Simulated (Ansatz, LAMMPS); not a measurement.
# Gap against volume in La2O3 with crystalline order left by the classical run (105 atoms)

Density of this cell: 6.04 g/cm³. The cell holds 105 atoms: 42 La and 63 O. Cell: a = 11.901 Å, b = 12.756 Å, c = 12.451 Å, α = 94.9°, β = 90.5°, γ = 87.5°. The starting structure: 105 atoms (42 Nd, 63 O) placed at random at 7.01 g/cm³, melted at 5000 K for 10 ps at fixed volume with the Morse and Coulomb pair potential with partial charges (Pedone, Malavasi, Menziani, Cormack and Segre, J. Phys. Chem. B 110, 11780 (2006)). Quenched from 5000 K to 300 K at 50 K/ps and fixed volume, held 10 ps at zero pressure, then minimised at fixed cell. Then Nd was replaced by La and the cell scaled by 1.023 (the potential has no terms for the new elements, so the cell is a start for a DFT relaxation).

Calculated with Ansatz 0.2.0: Kohn-Sham DFT, PBE, PAW (set soft_2), plane waves; cutoff 420 eV, Γ point, fixed occupations. The relaxed cell was scaled evenly and the atoms were relaxed at each volume. The gap is that between the highest filled and the lowest empty Kohn-Sham level on the run's k-points.

| volume (Å³/atom) | gap (eV) |
| --- | --- |
| 16.128 | 3.012 |
| 16.844 | 2.933 |
| 17.382 | ? |
| 17.919 | 2.983 |
| 18.457 | 3.044 |
| 18.995 | 3.136 |

Task: Fit a straight line in ln V to the rows given and interpolate to the withheld row.

**Working.**

A volume deformation potential makes the spacing linear in u = ln(V/V0), with V0 = 17.919 Å³ the relaxed volume; v is the spacing.

```
u = ln(V/V0)  v (eV)
   -0.105360  3.0119
  -0.0618754  2.9326
           0  2.9834
   0.0295589  3.0442
   0.0582692  3.1358
```

With n = 5: mean u = -0.0158816, mean v = 3.02158, Σ(u − ū)² = 0.017937, Σ(u − ū)(v − v̄) = 0.013850. Slope b = 0.013850 / 0.017937 = 0.77212; intercept a = v̄ − b ū = 3.0338.

At the withheld volume u = -0.03046, and v = a + b u.

Prediction at 17.382: 3.010 eV. The run gave 2.964 eV, so the fit is high by 0.047 eV (1.6 % of the value).

The rows follow a line only loosely (correlation 0.67 in size over all rows, under the 0.97 asked here), so the slope of +0.77 eV is a mean trend and no deformation potential. Among the rows given, the largest miss of the fit is at 16.128, by 0.059 eV (29 % of the range of the table).

Limits: The table spans 16 % in volume, wide for a linear law. Semilocal functionals tend to put gaps under measured ones. Only the Γ point is sampled. Atoms move by up to 1.3 Å in these relaxations, so the structure changes along the series. Defect or tail levels can set the spacing of a disordered cell. Spin–orbit coupling is left out, which matters for the levels of the heavy elements.

[Logs are printed without paths, hosts, clocks, repeated set-up lines and the standing remarks that a program may print on its own settings, such as how far it seeks lower states.]

[Hosts, paths, dates, database ids (printed as entryN), source tags and the programs' standing remarks are cut or masked in the printed files.]
